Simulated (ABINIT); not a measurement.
# Excitons of LiH (Fm-3m) on ever denser meshes

Aim: the absorption spectrum of LiH (Fm-3m) with electron-hole interaction, and what each part of the kernel does.

Method: PBE and many-body steps on it, plane waves, in ABINIT 10.8.3.

Report form: the programs' logs are mostly left out.

The database entry behind the starting cell differs from later determinations by our own check (the deuteride, about 0.2 % short), so it need not match the best structure at ambient conditions.

**1. The structure**

The structure is cubic, space group Fm-3m (No. 225). The conventional cell has a = 4.074 Å, b = 4.074 Å, c = 4.074 Å, α = 90.00°, β = 90.00°, γ = 90.00°. Nearest to Li lie 6 H at 2.04 Å. Nearest to H lie 6 Li at 2.04 Å. Farther neighbours are not listed.

The cell and positions come from the Crystallography Open Database and are kept as given unless a step says otherwise.

**2. Empty states on the mesh, 6×6×6 mesh, 48 bands**

This step: ABINIT 10.8.3; DFT, PBE, plane waves, norm-conserving pseudopotentials.

The sums over transitions need many empty states on a uniform mesh; this step solves for them.

The input, run.abi:

```
acell 3*1.0 Angstrom
rprim 
  0.000000000000 2.036750000000 2.036750000000
  2.036750000000 -0.000000000000 2.036750000000
  2.036750000000 2.036750000000 -0.000000000000
ntypat 2
znucl 3 1
natom 2
typat 1 2
xred 
  0.000000000000 0.000000000000 0.000000000000
  0.500000000000 0.500000000000 0.500000000000
pp_dirpath "pseudos"
pseudos "Li.upf, H.upf"
ecut 33
ngkpt 6 6 6
nshiftk 1
shiftk 0 0 0
kptopt 1
chksymbreak 0
irdden 1
istwfk *1
nband 48
prtvol 0
optdriver 6
gwr_task "HDIAGO"
paral_kgb 0
occopt 1
indata_prefix "in"
outdata_prefix "out"
tmpdata_prefix "tmp"
```

On the command line:

```sh
> OMP_NUM_THREADS=1 mpirun -n 8 abinit run.abi > log
```

The job ended after 3.5 s (8 MPI ranks of Arm Neoverse V2, shared host; peak memory 0.93 GiB).

Numbers from this step:

```
gap                                                           : 3.022 eV
k of the valence top                                          : 0.5, 0.5, 0
k of the conduction bottom                                    : 0.5, 0.5, 0
least direct gap                                              : 3.022 eV
k points computed                                             : 16
lowest point of the top converged band, above the valence top : 85.7791 eV
```

On this mesh the gap is 3.022 eV.

The density comes from a self-consistent run that is not shown.

**3. Screening, 6×6×6 mesh, 40 bands, screening to 163.3 eV**

The RPA dielectric matrix is built and inverted for each q.

This step: RPA screening on PBE, plane waves, norm-conserving pseudopotentials.

run.abi: that of step 2 with these lines changed.

```diff
@@ -20,10 +20,11 @@
 chksymbreak 0
-irdden 1
 istwfk *1
-nband 48
-prtvol 0
-optdriver 6
-gwr_task "HDIAGO"
-paral_kgb 0
 occopt 1
+irdwfk 1
+optdriver 3
+nband 40
+ecuteps 6
+inclvkb 2
+awtr 1
+symchi 1
 indata_prefix "in"
```

Elapsed: 2.3 s, on 8 MPI ranks; peak memory 0.09 GiB.

This step gave:

```yaml
eps_infinity_with_local_fields_on_this_mesh_along_the_program_s_q_direction: 4.183
the_same_without_local_fields: 4.587
plasma_frequency: 18.07 eV
plane_waves_in_the_screening_matrix: 65
```

Local fields lower ε∞ by 9 %.

**4. Self-energy, 6×6×6 mesh, 40 bands, screening to 163.3 eV**

The self-energy is evaluated for the states that the input lists, and the levels follow from it, in one-shot runs by the linearised quasiparticle equation.

This step: G0W0 on PBE, plane waves, norm-conserving pseudopotentials.

run.abi: that of step 3 with these lines changed.

```diff
@@ -23,8 +23,17 @@
 irdwfk 1
-optdriver 3
+optdriver 4
 nband 40
+gwcalctyp 0
+ecutsigx 33
+symsigma 1
+nkptgw 2
+kptgw 
+  0.5000000000 0.5000000000 0.0000000000
+  0.0000000000 0.0000000000 0.0000000000
+bdgw 
+  1 5
+  1 6
 ecuteps 6
-inclvkb 2
-awtr 1
-symchi 1
+irdscr 1
+ppmodel 1
 indata_prefix "in"
```

Wall time 1.7 s (8 MPI ranks); peak memory 0.11 GiB.

This step gave:

| Quantity | Value |
| --- | --- |
| G0W0 gap on the points computed | 4.852 eV |
| starting gap on the mesh | 3.022 eV |
| k of the valence top | 0.5, 0.5, 0 |
| k of the conduction bottom | 0.5, 0.5, 0 |
| least direct G0W0 gap on the computed points | 4.852 eV |

The gap on the mesh goes from 3.02 eV to 4.85 eV, a correction of +1.83 eV.

The gap opens by 1.830 eV; the next steps shift the empty bands rigidly by 1.830 eV.

**5. Dielectric constant by perturbation theory**

The response to a uniform field gives ε∞, a yardstick for the screening that GW builds on its mesh.

This step: DFT, PBE, linear response to an electric field, plane waves, norm-conserving pseudopotentials.

The input, run.abi:

```
acell 3*1.0 Angstrom
rprim 
  0.000000000000 2.036750000000 2.036750000000
  2.036750000000 -0.000000000000 2.036750000000
  2.036750000000 2.036750000000 -0.000000000000
ntypat 2
znucl 3 1
natom 2
typat 1 2
xred 
  0.000000000000 0.000000000000 0.000000000000
  0.500000000000 0.500000000000 0.500000000000
pp_dirpath "pseudos"
pseudos "Li.upf, H.upf"
ecut 33
ngkpt 10 10 10
nshiftk 1
shiftk 0.5 0.5 0.5
chksymbreak 0
ndtset 3
nband 2
occopt 1
istwfk *1
nstep 60
tolwfr1 1e-18
iscf2 -3
rfelfd2 2
kptopt2 2
getwfk2 1
tolwfr2 1e-18
rfelfd3 3
kptopt3 2
getwfk3 1
getddk3 2
tolvrs3 1e-08
rfdir 1 1 1
nqpt2 1
nqpt3 1
qpt 0 0 0
prtwf3 0
prtden 0
optforces1 0
optstress1 0
kptopt1 1
indata_prefix "in"
outdata_prefix "out"
tmpdata_prefix "tmp"
```

Wall time 11 s (8 MPI ranks); peak memory 0.57 GiB; 85 s of CPU time.

The field response gives a mean ε∞ of 4.28, which the model screening below takes as its input.

**6. Excitons**

Optical absorption needs the electron-hole interaction, solved here in a basis of vertical transitions on the mesh.

This step: Bethe-Salpeter equation on PBE with a scissors shift, plane waves, norm-conserving pseudopotentials.

The input, run.abi:

```
acell 3*1.0 Angstrom
rprim 
  0.000000000000 2.036750000000 2.036750000000
  2.036750000000 -0.000000000000 2.036750000000
  2.036750000000 2.036750000000 -0.000000000000
ntypat 2
znucl 3 1
natom 2
typat 1 2
xred 
  0.000000000000 0.000000000000 0.000000000000
  0.500000000000 0.500000000000 0.500000000000
pp_dirpath "pseudos"
pseudos "Li.upf, H.upf"
ecut 33
ngkpt 6 6 6
nshiftk 1
shiftk 0 0 0
kptopt 1
chksymbreak 0
istwfk *1
occopt 1
irdwfk 1
optdriver 99
bs_calctype 1
mbpt_sciss 1.830 eV
bs_loband 1
nband 4
bs_exchange_term 1
bs_coulomb_term 11
bs_coupling 0
bs_algorithm 1
bs_freq_mesh 0 8 0.05 eV
zcut 0.1 eV
ecuteps 3
ecutwfn 16.5
inclvkb 2
irdscr 1
indata_prefix "in"
outdata_prefix "out"
tmpdata_prefix "tmp"
```

Run time: 4.8 s. Hardware: 8 MPI ranks; peak memory 0.45 GiB.

This step gave:

```
direct gap of the transition levels                            : 4.852 eV
transitions in the window                                      : 864
first strong exciton (over a fiftieth of the strongest listed) : 4.207 eV
lowest state                                                   : 4.207 eV
binding of the lowest state below the direct gap               : 0.6453 eV
Coulomb term of one mesh cell                                  : 0.6350 eV
```

The binding is 1.0 times the screened Coulomb term of one mesh cell (0.63 eV), so it is not shown settled.

The lowest state lies at 4.207 eV, 0.645 eV under the direct gap.

Lines within 3 meV are set at the lowest of them, and the highest group, which the list may cut short, is left out. Lines of the exciton spectrum (strongest = 100):

| position (eV) | lines merged | oscillator strength, relative |
| --- | --- | --- |
| 4.207 | 2 | 69 |
| 4.220 | 1 | 24 |
| 5.320 | 2 | 36 |
| 5.333 | 1 | 12 |
| 5.356 | 1 | 0.7 |
| 5.360 | 1 | 1.9 |
| 5.367 | 4 | 100 |
| 5.386 | 2 | 0.0 |
| 5.391 | 1 | 0.0 |

The ε₂ has structure finer than the step of the table below, so its rows give means over 0.2 eV, whole bins alone (the curve runs from 0 to 7.95 eV). Peaks (eV: height): BSE 4.20: 10.5, 5.35: 16.3, 6.75: 8.62, 7.35: 15.1; no electron-hole interaction 4.85: 9.17, 6.00: 17.0, 7.55: 10.5; Kohn-Sham, no shift 3.00: 8.75, 4.15: 16.7, 5.70: 10.7, 6.15: 17.8, 7.30: 13.4.

Mean over the three Cartesian directions of q; broadening 0.1 eV; transition window only. Limits: finite bands, cutoff and mesh; exciton not shown settled in the k mesh. The ε₂ by photon energy; means over each step:

| photon energy (eV) | BSE | no electron-hole interaction | Kohn-Sham, no shift |
| --- | --- | --- | --- |
| 0.2 | 0.00315 | 0.00211 | 0.0063 |
| 0.4 | 0.00634 | 0.00424 | 0.0128 |
| 0.6 | 0.00965 | 0.00643 | 0.0197 |
| 0.8 | 0.0131 | 0.0087 | 0.0274 |
| 1.0 | 0.0169 | 0.0111 | 0.0363 |
| 1.2 | 0.0210 | 0.0136 | 0.0468 |
| 1.4 | 0.0255 | 0.0164 | 0.0599 |
| 1.6 | 0.0307 | 0.0194 | 0.0770 |
| 1.8 | 0.0367 | 0.0228 | 0.101 |
| 2.0 | 0.0437 | 0.0266 | 0.136 |
| 2.2 | 0.0523 | 0.0309 | 0.195 |
| 2.4 | 0.0630 | 0.0360 | 0.309 |
| 2.6 | 0.0767 | 0.0420 | 0.602 |
| 2.8 | 0.0953 | 0.0492 | 1.89 |
| 3.0 | 0.122 | 0.0582 | 7.03 |
| 3.2 | 0.162 | 0.0698 | 2.81 |
| 3.4 | 0.231 | 0.0852 | 0.974 |
| 3.6 | 0.368 | 0.107 | 0.865 |
| 3.8 | 0.731 | 0.139 | 1.50 |
| 4.0 | 2.41 | 0.192 | 5.67 |
| 4.2 | 8.28 | 0.294 | 12.7 |
| 4.4 | 2.97 | 0.542 | 3.15 |
| 4.6 | 1.06 | 1.52 | 1.12 |
| 4.8 | 0.933 | 6.54 | 0.720 |
| 5.0 | 1.62 | 3.61 | 0.670 |
| 5.2 | 6.27 | 1.07 | 0.860 |
| 5.4 | 12.3 | 0.847 | 1.65 |
| 5.6 | 3.06 | 1.33 | 6.14 |
| 5.8 | 1.15 | 4.39 | 7.85 |
| 6.0 | 0.798 | 13.2 | 12.0 |
| 6.2 | 0.836 | 3.98 | 12.7 |
| 6.4 | 1.34 | 1.26 | 3.14 |
| 6.6 | 4.22 | 0.753 | 1.54 |
| 6.8 | 8.30 | 0.667 | 1.66 |
| 7.0 | 7.21 | 0.815 | 4.51 |
| 7.2 | 11.9 | 1.45 | 9.75 |
| 7.4 | 11.4 | 5.00 | 7.20 |
| 7.6 | 3.14 | 8.35 | 2.02 |
| 7.8 | 1.65 | 10.5 | 2.04 |

**7. Model screening**

run.abi: that of step 6 with these lines changed.

```diff
@@ -27,5 +27,5 @@
 bs_loband 1
-nband 4
+nband 3
 bs_exchange_term 1
-bs_coulomb_term 11
+bs_coulomb_term 21
 bs_coupling 0
@@ -37,3 +37,4 @@
 inclvkb 2
-irdscr 1
+mdf_epsinf 4.28
+irdden 1
 indata_prefix "in"
```

Elapsed: 1.9 s, on 8 MPI ranks; peak memory 0.07 GiB; 15 s of CPU time.

Numbers from this step:

| Quantity | Value |
| --- | --- |
| direct gap of the transition levels | 4.852 eV |
| transitions in the window | 432 |
| first strong exciton (over a fiftieth of the strongest listed) | 4.229 eV |
| lowest state | 4.229 eV |
| binding of the lowest state below the direct gap | 0.6229 eV |
| Coulomb term of one mesh cell | 0.6199 eV |

The binding is 1.0 times the screened Coulomb term of one mesh cell (0.62 eV), so it is not shown settled.

The lowest state lies at 4.229 eV, 0.623 eV under the direct gap.

**8. Empty states on the mesh, 8×8×8 mesh, 14 bands**

This step: DFT, PBE, plane waves, norm-conserving pseudopotentials.

The input, run.abi:

```
acell 3*1.0 Angstrom
rprim 
  0.000000000000 2.036750000000 2.036750000000
  2.036750000000 -0.000000000000 2.036750000000
  2.036750000000 2.036750000000 -0.000000000000
ntypat 2
znucl 3 1
natom 2
typat 1 2
xred 
  0.000000000000 0.000000000000 0.000000000000
  0.500000000000 0.500000000000 0.500000000000
pp_dirpath "pseudos"
pseudos "Li.upf, H.upf"
ecut 33
ngkpt 8 8 8
nshiftk 1
shiftk 0 0 0
kptopt 1
chksymbreak 0
iscf -2
irdden 1
istwfk *1
nband 14
nbdbuf 4
tolwfr 1e-09
nstep 60
prtvol 0
indata_prefix "in"
outdata_prefix "out"
tmpdata_prefix "tmp"
```

Wall time 1.6 s (8 MPI ranks); peak memory 0.07 GiB.

This step gave:

```
gap                                                           : 3.022 eV
k of the valence top                                          : 0.5, 0.5, 0
k of the conduction bottom                                    : 0.5, 0.5, 0
least direct gap                                              : 3.022 eV
k points computed                                             : 29
lowest point of the top converged band, above the valence top : 23.51 eV
```

On this mesh the gap is 3.022 eV.

**9. k mesh (8×8×8)**

This step: Bethe-Salpeter equation on PBE with a scissors shift, plane waves, norm-conserving pseudopotentials.

run.abi: that of step 8 with these lines changed.

```diff
@@ -20,10 +20,21 @@
 chksymbreak 0
-iscf -2
+istwfk *1
+occopt 1
+irdwfk 1
+optdriver 99
+bs_calctype 1
+mbpt_sciss 1.830 eV
+bs_loband 1
+nband 3
+bs_exchange_term 1
+bs_coulomb_term 21
+bs_coupling 0
+bs_algorithm 1
+bs_freq_mesh 0 8 0.05 eV
+zcut 0.1 eV
+ecuteps 3
+ecutwfn 16.5
+inclvkb 2
+mdf_epsinf 4.28
 irdden 1
-istwfk *1
-nband 14
-nbdbuf 4
-tolwfr 1e-09
-nstep 60
-prtvol 0
 indata_prefix "in"
```

It took 7 s on 8 MPI ranks; peak memory 0.51 GiB.

This step gave:

* direct gap of the transition levels: 4.852 eV
* transitions in the window: 1024
* first strong exciton (over a fiftieth of the strongest listed): 4.377 eV
* lowest state: 4.377 eV
* binding of the lowest state below the direct gap: 0.4751 eV
* Coulomb term of one mesh cell: 0.4650 eV

The binding is 1.0 times the screened Coulomb term of one mesh cell (0.46 eV), so it is not shown settled.

The lowest state lies at 4.377 eV, 0.475 eV under the direct gap.

The ε₂ has structure finer than the step of the table below, so its rows give means over 0.2 eV, whole bins alone (the curve runs from 0 to 7.95 eV). Peaks (eV: height): BSE 4.40: 4.78, 5.05: 10.1, 5.95: 9.27, 6.90: 13.4; no electron-hole interaction 4.85: 4.09, 5.50: 9.66, 6.60: 7.57, 7.35: 14.6; Kohn-Sham, no shift 3.00: 3.90, 3.70: 9.51, 4.80: 7.57, 5.50: 14.8, 6.65: 10.4, 6.95: 8.11, 7.30: 6.69.

Mean over the three Cartesian directions of q; broadening 0.1 eV; transition window only. Limits: finite bands, cutoff and mesh; exciton not shown settled in the k mesh. The ε₂ by photon energy; means over each step:

| photon energy (eV) | BSE | no electron-hole interaction | Kohn-Sham, no shift |
| --- | --- | --- | --- |
| 0.2 | 0.00233 | 0.00173 | 0.00497 |
| 0.4 | 0.00469 | 0.00346 | 0.0101 |
| 0.6 | 0.00715 | 0.00525 | 0.0155 |
| 0.8 | 0.00970 | 0.00710 | 0.0215 |
| 1.0 | 0.0124 | 0.00906 | 0.0283 |
| 1.2 | 0.0153 | 0.0111 | 0.0362 |
| 1.4 | 0.0186 | 0.0134 | 0.0457 |
| 1.6 | 0.0222 | 0.0158 | 0.0579 |
| 1.8 | 0.0262 | 0.0185 | 0.0740 |
| 2.0 | 0.0309 | 0.0215 | 0.0968 |
| 2.2 | 0.0365 | 0.0249 | 0.132 |
| 2.4 | 0.0431 | 0.0288 | 0.196 |
| 2.6 | 0.0513 | 0.0334 | 0.343 |
| 2.8 | 0.0616 | 0.0389 | 0.927 |
| 3.0 | 0.0753 | 0.0457 | 3.18 |
| 3.2 | 0.0942 | 0.0541 | 1.59 |
| 3.4 | 0.122 | 0.0650 | 1.57 |
| 3.6 | 0.167 | 0.0796 | 6.15 |
| 3.8 | 0.254 | 0.101 | 4.90 |
| 4.0 | 0.476 | 0.133 | 1.32 |
| 4.2 | 1.54 | 0.190 | 0.996 |
| 4.4 | 3.88 | 0.317 | 1.94 |
| 4.6 | 1.55 | 0.766 | 5.94 |
| 4.8 | 2.14 | 2.95 | 6.45 |
| 5.0 | 7.68 | 1.89 | 2.43 |
| 5.2 | 3.70 | 1.41 | 2.33 |
| 5.4 | 1.26 | 5.10 | 8.47 |
| 5.6 | 1.28 | 5.97 | 8.86 |
| 5.8 | 3.62 | 1.50 | 2.09 |
| 6.0 | 7.98 | 0.983 | 1.09 |
| 6.2 | 4.71 | 1.64 | 1.11 |
| 6.4 | 1.92 | 5.44 | 2.34 |
| 6.6 | 2.71 | 6.75 | 8.22 |
| 6.8 | 9.86 | 2.84 | 6.70 |
| 7.0 | 6.98 | 2.12 | 6.84 |
| 7.2 | 1.83 | 6.88 | 4.97 |
| 7.4 | 1.19 | 10.3 | 4.41 |
| 7.6 | 1.71 | 2.49 | 2.21 |
| 7.8 | 5.53 | 1.15 | 1.18 |

The window of bands is narrower than in the first exciton run, so this row is not like for like with it.

**10. Empty states on the mesh, 10×10×10 mesh, 14 bands**

This step: DFT, PBE, plane waves, norm-conserving pseudopotentials.

The input, run.abi:

```
acell 3*1.0 Angstrom
rprim 
  0.000000000000 2.036750000000 2.036750000000
  2.036750000000 -0.000000000000 2.036750000000
  2.036750000000 2.036750000000 -0.000000000000
ntypat 2
znucl 3 1
natom 2
typat 1 2
xred 
  0.000000000000 0.000000000000 0.000000000000
  0.500000000000 0.500000000000 0.500000000000
pp_dirpath "pseudos"
pseudos "Li.upf, H.upf"
ecut 33
ngkpt 10 10 10
nshiftk 1
shiftk 0 0 0
kptopt 1
chksymbreak 0
iscf -2
irdden 1
istwfk *1
nband 14
nbdbuf 4
tolwfr 1e-09
nstep 60
prtvol 0
indata_prefix "in"
outdata_prefix "out"
tmpdata_prefix "tmp"
```

Wall time 1.9 s (8 MPI ranks); peak memory 0.07 GiB.

This step gave:

- gap: 3.022 eV
- k of the valence top: 0.5, 0.5, 0
- k of the conduction bottom: 0.5, 0.5, 0
- least direct gap: 3.022 eV
- k points computed: 47
- lowest point of the top converged band, above the valence top: 23.51 eV

On this mesh the gap is 3.022 eV.

**11. k mesh (10×10×10)**

This step: Bethe-Salpeter equation on PBE with a scissors shift, plane waves, norm-conserving pseudopotentials.

run.abi: that of step 10 with these lines changed.

```diff
@@ -20,10 +20,21 @@
 chksymbreak 0
-iscf -2
+istwfk *1
+occopt 1
+irdwfk 1
+optdriver 99
+bs_calctype 1
+mbpt_sciss 1.830 eV
+bs_loband 1
+nband 3
+bs_exchange_term 1
+bs_coulomb_term 21
+bs_coupling 0
+bs_algorithm 1
+bs_freq_mesh 0 8 0.05 eV
+zcut 0.1 eV
+ecuteps 3
+ecutwfn 16.5
+inclvkb 2
+mdf_epsinf 4.28
 irdden 1
-istwfk *1
-nband 14
-nbdbuf 4
-tolwfr 1e-09
-nstep 60
-prtvol 0
 indata_prefix "in"
```

Elapsed: 35 s, on 8 MPI ranks; peak memory 0.61 GiB.

This step gave:

```
direct gap of the transition levels                            : 4.852 eV
transitions in the window                                      : 2000
first strong exciton (over a fiftieth of the strongest listed) : 4.468 eV
lowest state                                                   : 4.468 eV
binding of the lowest state below the direct gap               : 0.3841 eV
Coulomb term of one mesh cell                                  : 0.3720 eV
```

The binding is 1.0 times the screened Coulomb term of one mesh cell (0.37 eV), so it is not shown settled.

The lowest state lies at 4.468 eV, 0.384 eV under the direct gap.

The window of bands is narrower than in the first exciton run, so this row is not like for like with it.

**12. Empty states on the mesh, 12×12×12 mesh, 14 bands**

This step: DFT, PBE, plane waves, norm-conserving pseudopotentials.

The input, run.abi:

```
acell 3*1.0 Angstrom
rprim 
  0.000000000000 2.036750000000 2.036750000000
  2.036750000000 -0.000000000000 2.036750000000
  2.036750000000 2.036750000000 -0.000000000000
ntypat 2
znucl 3 1
natom 2
typat 1 2
xred 
  0.000000000000 0.000000000000 0.000000000000
  0.500000000000 0.500000000000 0.500000000000
pp_dirpath "pseudos"
pseudos "Li.upf, H.upf"
ecut 33
ngkpt 12 12 12
nshiftk 1
shiftk 0 0 0
kptopt 1
chksymbreak 0
iscf -2
irdden 1
istwfk *1
nband 14
nbdbuf 4
tolwfr 1e-09
nstep 60
prtvol 0
indata_prefix "in"
outdata_prefix "out"
tmpdata_prefix "tmp"
```

Wall time 2.3 s (8 MPI ranks); peak memory 0.07 GiB; 18 s of CPU time.

Numbers from this step:

| Item | Value |
| --- | --- |
| gap | 3.022 eV |
| k of the valence top | 0.5, 0.5, 0 |
| k of the conduction bottom | 0.5, 0.5, 0 |
| least direct gap | 3.022 eV |
| k points computed | 72 |
| lowest point of the top converged band, above the valence top | 23.51 eV |

On this mesh the gap is 3.022 eV.

[end of part 1 of 2]

[Paths, hosts, dates, memory and timing lines, banners, echoed tables and standing remarks are left out of the program output.]

[Logs are printed without paths, hosts, clocks, repeated set-up lines and the standing remarks that a program may print on its own settings, such as how far it seeks lower states.]

[Runs of the session that timed out or met a known fault of the program may be left out.]

[No measured gap is set beside runs whose start may be inverted or whose files or cutoffs have a known fault.]

[Hosts, paths, dates, database ids (printed as entryN), source tags and the programs' standing remarks are cut or masked in the printed files.]

[G0W0 gaps are taken among the corrected bands and points alone; a level outside them can change the order at an edge.]

[Where Ansatz stands beside ABINIT at settings called matched, ABINIT's density can come from a denser mesh and the files from another edition; pairs whose starting gaps differed by over 0.03 eV were left out, so agreement reads better than it is.]
